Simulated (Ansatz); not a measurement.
# Tc (P6_3/mmc): phonons at finite temperature

Wanted: self-consistent phonon frequencies, thermal pressure and a stability verdict for Tc.

Calculated with Ansatz 0.2.0; DFT PBEsol, scalar-relativistic, plane waves, PAW.

**1. The starting structure**

The structure is hexagonal, space group P6_3/mmc (No. 194). Conventional cell: a = 2.740 Å, b = 2.740 Å, c = 4.398 Å, α = 90.00°, β = 90.00°, γ = 120.00°. Tc has 12 Tc at 2.71 to 2.74 Å nearest.

**2. Probe on a coarse mesh**

Before spending time, one coarse run tells the gap and the pressure of the starting cell.

Input file input.yaml:

```yaml
crystal:
  lattice:
    - [2.74, 0.0, 0.0]
    - [-1.37, 2.3729096064, 0.0]
    - [0.0, 0.0, 4.398]
  atoms:
    - { symbol: Tc, position: [0.3333333333, 0.6666666667, 0.25] }
    - { symbol: Tc, position: [0.6666666667, 0.3333333333, 0.75] }
kpoints:
  mp_grid: { grid: [9, 9, 4] }
hamiltonian:
  xc: pbesol
scf:
  occupations: { method: gaussian, width: 0.1 }
  lower_state_search: "off"
output:
  forces: true
  stress: true
  eigenvalues: true
```

Launch:

```console
> ansatz run input.yaml --threads 8 --pin off --max-ram 16384MiB --backend cpu --events-out ev --progress --plain --runs-dir out
```

Numbers of over 12 decimals in the logs are rounded to 6 here.

Log:

```text
Engine: ansatz 0.2.0, aarch64-unknown-linux-gnu
Pseudopotentials: kind: paw
Pseudopotential: Tc, paw, valence charge 15, recommended cutoff 500 eV (normal), Tc.paw.azcp
Functional definition: PBEsol
  exchange = pbesol_x
  correlation = pbesol_c
Crystal: 2 atoms, lattice volume = 28.595 Å³
Basis set: ecut = 500 eV, 713 PW (Γ), exchange–correlation on 40×40×72 points (8 copies of the dense FFT grid, shifted against one another)
Bands: 19, of which v1, the nominal top of the filled ones, is band 15 counted from 1 (14 counted from 0)
Symmetry: 24 space group operations
Space group: P63/mmc (ITA 194), of the structure as read, at distance tolerance 3.1e-5 Å
k-points: 36 of 324
Non-local potential: Tc, projectors of the file, l = 0: 3, l = 1: 3, l = 2: 2, l = 3: 2
PAW form: soft (Blöchl's): semilocal exchange-correlation on the pseudo side does not see the compensation charge
PAW frozen core: Tc, regenerated for the run's functional, and the local potential with it (the file was generated under x = pbe(κ = 0.804, μ = 0.219515), c = pbe(β = 0.066725))
PAW one-centre angular grid: Tc, 590 points (default); XC on 64 Gauss nodes
Initial density: superposition of atomic densities (chi_scale 0.1, normalization cell)
Initial wavefunctions: pseudopotential atomic-orbital guess
Functional: x = pbesol(κ = 0.804, μ = 0.123457), c = pbesol(β = 0.046)
SCF iter   1: F=—  HF=-10675.728888 eV  |F-HF|=—  |Δ(HF+E_count)|=         —  Δρ=6.15e-2  dr2=1.05e0  ethr=3.10e-3  ⟨swp⟩=5.0  Hψ=2719  notcnv=0
preconditioner: auto → none  [metal: Δε(μ)=0.000 eV  Ē_g=5.311 eV  σ=0.100 eV  W_gap=0.00  n_scr=8 (ndim 8)  ℏωp=26.0 eV  f_vac=0.000  D(μ)=1.98/eV (n_scr^D=22)  sad-step TF]
SCF iter   2: F=—  HF=-10675.443006 eV  |F-HF|=—  |Δ(HF+E_count)|=   2.86e-1  Δρ=3.19e-2  dr2=2.78e-1  ethr=3.10e-3  ⟨swp⟩=2.2  Hψ=1140  notcnv=0  defer=3
SCF iter   3: F=—  HF=-10675.346762 eV  |F-HF|=—  |Δ(HF+E_count)|=   9.62e-2  Δρ=2.11e-3  dr2=5.23e-4  ethr=9.27e-4  ⟨swp⟩=3.0  Hψ=1354  notcnv=0  defer=3
SCF iter   4: F=—  HF=-10675.346801 eV  |F-HF|=—  |Δ(HF+E_count)|=   3.91e-5  Δρ=4.39e-4  dr2=4.03e-5  ethr=1.74e-6  ⟨swp⟩=2.1  Hψ=1041  notcnv=0  defer=3
SCF iter   5: F=—  HF=-10675.346781 eV  |F-HF|=—  |Δ(HF+E_count)|=   1.98e-5  Δρ=3.70e-5  dr2=1.87e-7  ethr=1.34e-7  ⟨swp⟩=2.9  Hψ=1250  notcnv=0  defer=3
SCF iter   6: F=-10675.346781 eV  HF=-10675.346781 eV  |F-HF|=2.48e-9  |Δ(HF+E_count)|=   1.37e-8  Δρ=6.66e-6  dr2=5.46e-9  ethr=3.33e-10  ⟨swp⟩=5.0  Hψ=2619  notcnv=0
SCF 1 converged in 6 iterations: F = -10675.346781 eV  dr2 = 5.46e-9
  greatest PAW one-centre occupation: 0.990 electrons in one spin orbital (limit 2), on the Tc atom at site 1 (counted from 0), in its partial waves of l = 0
SCF converged after 6 iterations
Free energy (F): -10675.346781 eV
Harris-Foulkes:  -10675.346781 eV  (|F-HF|=2.48e-9)
Internal energy: -10675.332351 eV  (E = F + TS)
E sigma→0 (E₀):  -10675.339566 eV
Entropy (-TS):   -0.014431 eV (-7.215 meV/atom)
Fermi energy:    22.234675 eV
--- Per-component energies (eV) ---
  E_band       = -99.512286
  E_kinetic    = 1245.836315
  E_local      = -2366.672709  (includes V_loc(G=0)·N_el)
  E_nonlocal   = 577.138191
  E_hartree    = 637.975242
  E_xc         = -475.621891
  E_vxc        = -587.878059  (∫ρ·V_xc dr)
  E_paw        = -6439.214199  (= ΣΔE_a)
  E_vpaw       = -243.883829  (= ΣTr[D̂ρ^β])
  E_aug_tail   = -0.000028  (compensation charges beyond the density's cutoff)
  E_ewald      = -3855.226960
  E_core_change = 0.453689  (= ΣΔE_core)
  E_smearing   = -0.014431  (= −TS)
  E_closure    = 0.000000  (closes the sum)
  Σ components = -10675.346781   (vs F -10675.346781, Δ=0.00e0)
--- Forces (eV/Å), atoms counted from 1 ---
  atom   1  Tc     0.00000000     0.00000000     0.00000000
  atom   2  Tc     0.00000000    -0.00000000     0.00000000
  max |Σ_I F_I| component: 9.25e-18 eV/Å
--- Stress (GPa, compression-positive) ---
       -5.287407       0.000000       0.000000
        0.000000      -5.287407       0.000000
        0.000000       0.000000      -8.796059
  P = ⅓ Tr σ = -6.4570 GPa (-64.570 kbar)
--- Band table (eV; the first three rows and the last of 36) ---
  k-point 0: bands = [... 11 lower, 20.6805, 20.7475, 21.4017, 21.4017, 22.1280, 22.1280, 23.8778, 24.7978]
  k-point 1: bands = [... 11 lower, 20.4728, 20.4728, 21.0514, 21.0514, 22.2382, 22.8909, 22.8909, 24.7691]
  k-point 2: bands = [... 11 lower, 20.3418, 20.5518, 20.5518, 20.5518, 20.5518, 24.1215, 24.1215, 24.1215]
  k-point 35: bands = [... 11 lower, 18.9466, 20.4537, 20.4537, 22.1402, 22.1402, 24.8710, 24.8710, 31.5878]
```

The job ended after 0.28 s (8 threads of Arm Neoverse V2, shared host; peak memory 0.31 GiB; 1.3 s of CPU time).

In the SCF lines HF is the Harris–Foulkes energy and dr2 the Hartree energy of the density residual, in eV; the loop may stop once dr2 is under the threshold and the program's other checks hold. Hψ counts applications of the Hamiltonian.

This step gave:

```
pressure          : -6.457 GPa
volume per atom   : 14.30 Å³/atom
gap on the k-mesh : 0 eV
```

The start is under -6.5 GPa at this level and looks like a metal on this mesh.

**3. Relaxation**

The vibrations must be taken about the equilibrium of this functional, not about the starting cell, so the structure is relaxed.

input.yaml, as its differences from that of step 2:

```diff
@@ -9,3 +9,3 @@
 kpoints:
-  mp_grid: { grid: [9, 9, 4] }
+  mp_grid: { grid: [18, 18, 10] }
 hamiltonian:
@@ -19 +19,6 @@
   eigenvalues: true
+relax:
+  adjacent_minimum: "off"
+  f_tol: 0.005
+  max_steps: 80
+  cell: { stress_tol: 0.05 }
```

Log:

```text
[...]
Crystal: 2 atoms, lattice volume = 28.595 Å³
Basis set: ecut = 500 eV, 713 PW (Γ), exchange–correlation on 40×40×72 points (8 copies of the dense FFT grid, shifted against one another)
Bands: 19, of which v1, the nominal top of the filled ones, is band 15 counted from 1 (14 counted from 0)
[... 1 set-up line as in the run before ...]
[...]
k-points: 222 of 3240
[...]
SCF iter   1: F=—  HF=-10675.742215 eV  |F-HF|=—  |Δ(HF+E_count)|=         —  Δρ=6.07e-2  dr2=1.03e0  ethr=3.10e-3  ⟨swp⟩=5.0  Hψ=16705  notcnv=0
[...]
SCF iter   6: F=-10675.367330 eV  HF=-10675.367330 eV  |F-HF|=1.55e-9  |Δ(HF+E_count)|=   5.03e-8  Δρ=7.29e-6  dr2=8.33e-9  ethr=3.33e-10  ⟨swp⟩=4.6  Hψ=15739  notcnv=0
SCF 1 converged in 6 iterations: F = -10675.367330 eV  dr2 = 8.33e-9
[...]
relax step   1: F+E_penalty+E_count = -10675.36732996 eV  Δ(F+E_penalty+E_count) = +0.000e0 eV  max|allowed force component| = 1.850e-17 eV/Å  Δτ_max = 0.0000 Å  P = -6.581 GPa  Ω = 28.595 Å³  (6 SCF iters, dr2 threshold 1.00e-7 eV, accepted)
Crystal: 2 atoms, lattice volume = 27.112 Å³
Basis set: ecut = 500 eV, 687 PW (Γ), exchange–correlation on 40×40×72 points (8 copies of the dense FFT grid, shifted against one another)
[...]
iter 1 solved again at ethr=4.63e-6 eV; its pass at ethr=3.10e-3 eV (dr2=1.39e-3 eV) is discarded
[...]
SCF iter   6: F=-10675.349789 eV  HF=-10675.349789 eV  |F-HF|=1.82e-12  |Δ(HF+E_count)|=  2.20e-10  Δρ=3.58e-7  dr2=9.08e-12  ethr=3.19e-12  ⟨swp⟩=1.0  Hψ=10804  notcnv=0
SCF 2 converged in 6 iterations: F = -10675.349789 eV  dr2 = 9.08e-12
relax step   2: F+E_penalty+E_count = -10675.34978943 eV  Δ(F+E_penalty+E_count) = +1.754e-2 eV  max|allowed force component| = 1.966e-17 eV/Å  Δτ_max = 0.0000 Å  P = +11.320 GPa  Ω = 27.112 Å³  energy of the carried Pulay correction = +1.731e-4 eV  (6 SCF iters, dr2 threshold 2.00e-7 eV, rejected (line search))
Crystal: 2 atoms, lattice volume = 28.031 Å³
Basis set: ecut = 500 eV, 699 PW (Γ), exchange–correlation on 40×40×72 points (8 copies of the dense FFT grid, shifted against one another)
[...]
SCF iter   6: F=-10675.380100 eV  HF=-10675.380100 eV  |F-HF|=1.82e-12  |Δ(HF+E_count)|=  1.00e-10  Δρ=2.62e-7  dr2=5.93e-12  ethr=1.00e-12  ⟨swp⟩=6.0  Hψ=19344  notcnv=0
SCF 3 converged in 6 iterations: F = -10675.380100 eV  dr2 = 5.93e-12
relax step   3: F+E_penalty+E_count = -10675.38010017 eV  Δ(F+E_penalty+E_count) = -1.277e-2 eV  max|allowed force component| = 2.429e-17 eV/Å  Δτ_max = 0.0000 Å  P = -0.366 GPa  Ω = 28.031 Å³  energy of the carried Pulay correction = +6.474e-5 eV  (6 SCF iters, accepted)
[...]
relax step   4: F+E_penalty+E_count = -10675.38015012 eV  Δ(F+E_penalty+E_count) = -4.995e-5 eV  max|allowed force component| = 3.585e-17 eV/Å  Δτ_max = 0.0000 Å  P = +0.020 GPa  Ω = 27.998 Å³  energy of the carried Pulay correction = +6.855e-5 eV  (6 SCF iters, dr2 threshold 2.00e-7 eV, accepted)
Basis set: ecut = 500 eV, 699 PW (Γ), exchange–correlation on 40×40×64 points (8 copies of the dense FFT grid, shifted against one another)
[...]
SCF iter   8: F=-10675.380104 eV  HF=-10675.380104 eV  |F-HF|=3.64e-12  |Δ(HF+E_count)|=    0.00e0  Δρ=3.18e-10  dr2=2.76e-17  ethr=1.00e-12  ⟨swp⟩=1.7  Hψ=9762  notcnv=0
SCF 5 converged in 8 iterations: F = -10675.380104 eV  dr2 = 2.76e-17
relax step   5: F+E_penalty+E_count = -10675.38010362 eV  Δ(F+E_penalty+E_count) = +4.650e-5 eV  max|allowed force component| = 4.221e-17 eV/Å  Δτ_max = 0.0000 Å  P = +0.009 GPa  Ω = 27.998 Å³  stress off target by 2.41e-2 GPa  SCF on the basis re-selected at this cell (its energy is not comparable with the rows above)  (8 SCF iters)
basis re-selected at this cell: Δ(F+E_penalty+E_count) = +4.650e-5 eV, ΔP = -0.011 GPa vs the last step (what re-selecting the basis moved, of the pressure what is left beyond the Pulay correction that the steps carried, after the strain that the cell walked since its last selection, with what the two solves' SCF thresholds leave and, on support functions, any second-order correction that the steps lacked; it is no measure of the basis error at this ecutwfc). The dense FFT grid was sized anew with the basis: this SCF ran on 20×20×32 points, the steps before it on 20×20×36, so part of this shift can come from that change (see relax.cell in the input reference). [rest of the remark cut]
SCF converged after 8 iterations
Free energy (F): -10675.380104 eV
[...]
Internal energy: -10675.371830 eV  (E = F + TS)
E sigma→0 (E₀):  -10675.375967 eV
Entropy (-TS):   -0.008274 eV (-4.137 meV/atom)
Fermi energy:    22.786493 eV
[...]
--- Stress (GPa, compression-positive) ---
        0.024085       0.000000       0.000000
        0.000000       0.024085       0.000000
        0.000000       0.000000      -0.020965
  P = ⅓ Tr σ = 0.0091 GPa (0.091 kbar)
--- Band table (eV; the first three rows and the last of 222) ---
  k-point 0: bands = [... 11 lower, 21.1935, 21.2983, 21.9488, 21.9488, 22.6566, 22.6566, 24.5447, 25.4365]
  k-point 1: bands = [... 11 lower, 21.1305, 21.2360, 21.8780, 21.8780, 22.8167, 22.8167, 24.2073, 25.4480]
  k-point 2: bands = [... 11 lower, 21.0159, 21.0696, 21.6936, 21.6936, 23.2131, 23.2131, 23.3704, 25.4469]
  k-point 221: bands = [... 11 lower, 19.4199, 20.9921, 20.9921, 22.7051, 22.7051, 25.5071, 25.5071, 32.3747]
--- Relaxed structure (4 steps of the walk, 3 accepted, 1 SCFs on fresh bases) ---
  F+E_penalty+E_count = -10675.38010362 eV   max|allowed force component| = 4.221e-17 eV/Å   (the final SCF, on the basis selected at the relaxed cell)
  cell:  # Å, volume = 27.9977 Å³
    - [2.723892, 0.0, 0.0]
    - [-1.361946, 2.358960, 0.0]
    - [0.0, 0.0, 4.357251]
  atoms:
    - { symbol: Tc, position: [0.333333, 0.666667, 0.250000] }
    - { symbol: Tc, position: [0.666667, 0.333333, 0.750000] }
```

Elapsed: 4.9 s, on 8 threads; peak memory 0.47 GiB.

Relaxation path:

| step | energy less that of the first step (eV) | largest force component (eV/Å) | pressure (GPa) | volume (Å³) |
| --- | --- | --- | --- | --- |
| 1 | 0.0000 | 0.0000 | -6.58 | 28.59 |
| 2 | 0.0175 | 0.0000 | 11.32 | 27.11 |
| 3 | -0.0128 | 0.0000 | -0.37 | 28.03 |
| 4 | -0.0128 | 0.0000 | 0.02 | 28.00 |
| 5* | -0.0128 | 0.0000 | 0.01 | 28.00 |

Relaxation steps marked * repeat the geometry before them on a plane-wave basis chosen anew for their cell, so energy and pressure can jump there. Relaxation step 2 was tried and not accepted.

Forces are held to the 24 operations that the run works with; a distortion that breaks them can't arise in this run.

| conventional cell, symmetrised | before | after | change |
| --- | --- | --- | --- |
| a (Å) | 2.740 | 2.724 | -0.6 % |
| b (Å) | 2.740 | 2.724 | -0.6 % |
| c (Å) | 4.398 | 4.357 | -0.9 % |
| volume (Å³/atom) | 14.30 | 14.00 | -2.1 % |

The relaxed structure:

```xyz
2
Lattice="2.7239 0.0000 0.0000 -1.3619 2.3590 0.0000 0.0000 0.0000 4.3573" Properties=species:S:1:pos:R:3 pbc="T T T"
Tc    0.0000    1.5726    1.0893
Tc    1.3619    0.7863    3.2679
```

This step gave:

```
pressure        : 0.009068 GPa
volume per atom : 14.00 Å³/atom
```

The relaxation ends with a pressure of 0.01 GPa.

**4. Relaxing to small residual forces and stress**

The relaxation is repeated with tighter thresholds on force and stress, since phonons are sensitive to what is left; a change of mesh or smearing in the input moves the cell too.

input.yaml, the sections that differ from step 3:

```yaml
crystal:
  lattice:
    - [2.7238920782, 0.0, 0.0]
    - [-1.3619460391, 2.3589597369, 0.0]
    - [0.0, 0.0, 4.3572507603]
  atoms:
    - { symbol: Tc, position: [0.3333333333, 0.6666666667, 0.25] }
    - { symbol: Tc, position: [0.6666666667, 0.3333333333, 0.75] }
scf:
  occupations: { method: methfessel_paxton, width: 0.2 }
  lower_state_search: "off"
relax:
  adjacent_minimum: "off"
  f_tol: 0.001
  max_steps: 60
  cell: { stress_tol: 0.01 }
# kpoints, hamiltonian, output: as in step 3
```

Log:

```text
[...]
Crystal: 2 atoms, lattice volume = 27.998 Å³
Basis set: ecut = 500 eV, 699 PW (Γ), exchange–correlation on 40×40×64 points (8 copies of the dense FFT grid, shifted against one another)
Bands: 19, of which v1, the nominal top of the filled ones, is band 15 counted from 1 (14 counted from 0)
[... 1 set-up line as in the run before ...]
[...]
k-points: 222 of 3240
[...]
k-point 221: bands = [... 11 lower, 19.4215, 20.9938, 20.9938, 22.7066, 22.7066, 25.5091, 25.5091, 32.3779]
--- Relaxed structure (3 steps of the walk, 3 accepted, 1 SCFs on fresh bases) ---
[...]
cell:  # Å, volume = 27.9956 Å³
    - [2.723681, 0.0, 0.0]
    - [-1.361840, 2.358777, 0.0]
    - [0.0, 0.0, 4.357598]
  atoms:
    - { symbol: Tc, position: [0.333333, 0.666667, 0.25] }
    - { symbol: Tc, position: [0.666667, 0.333333, 0.75] }
[key lines of the parts left out:]
SCF converged after 4 iterations
Free energy (F): -10675.374869 eV
Fermi energy:    22.791034 eV
P = ⅓ Tr σ = 0.0003 GPa (0.003 kbar)
```

Run time: 3.2 s. Hardware: 8 threads; peak memory 0.46 GiB.

Little changed from the start: no atom moved by 0.005 Å and no cell edge by 0.1 %.

Numbers from this step:

```yaml
pressure: 2.74e-4 GPa
```

The residual pressure is 2.7e-4 GPa, small enough for phonons.

**5. A faulty attempt**

This input was changed on purpose, to see how the program answers.

Input file input.yaml:

```yaml
crystal:
  lattice:
    - [2.7236806197, 0.0, 0.0]
    - [-1.3618403099, 2.3587766085, 0.0]
    - [0.0, 0.0, 4.3575983805]
  atoms:
    - { symbol: Tc, position: [0.3333333333, 0.6666666667, 0.25] }
    - { symbol: Tc, position: [0.6666666667, 0.3333333333, 0.75] }
kpoints:
  mp_grid: { grid: [15, 15, 8] }
hamiltonian:
  xc: pbesol
scf:
  occupations: { method: methfessel_paxton, width: 0.2 }
  lower_state_search: "off"
  max_iter: 60
output:
  eigenvalues: true
phonons:
  supercell: [3, 3, 2]
  dielectric: false
  self_consistent: { temperatures: [300], max_frames: 4 }
```

Log:

```text
Error: invalid value for `phonons.self_consistent.max_frames`: must be ≥ 16; got 4
```

It took 0.02 s on 8 threads; peak memory 0.031 GiB.

The input was rejected at the start.

The program's message: “Error: invalid value for `phonons.self_consistent.max_frames`: must be ≥ 16; got 4”

The fault put into the input: too few frames.

**6. Outcome**

| Property | Result |
| --- | --- |
| phonons at temperature | not obtained |

**Reading.** The sampling at temperature was not started, because a trial frame showed that it would not fit the time allowed; the session ends with the prepared cell.

[Logs are printed without paths, hosts, clocks, repeated set-up lines and the standing remarks that a program may print on its own settings, such as how far it seeks lower states.]

[Hosts, paths, dates, database ids (printed as entryN), source tags and the programs' standing remarks are cut or masked in the printed files.]

[A step with changed settings may run another functional than the one named; its input shows which.]

[Pressures of single members of a volume series are the stress at the run's cutoff; with an incomplete basis they can lie off −dE/dV of the same runs, and they are not shown converged.]
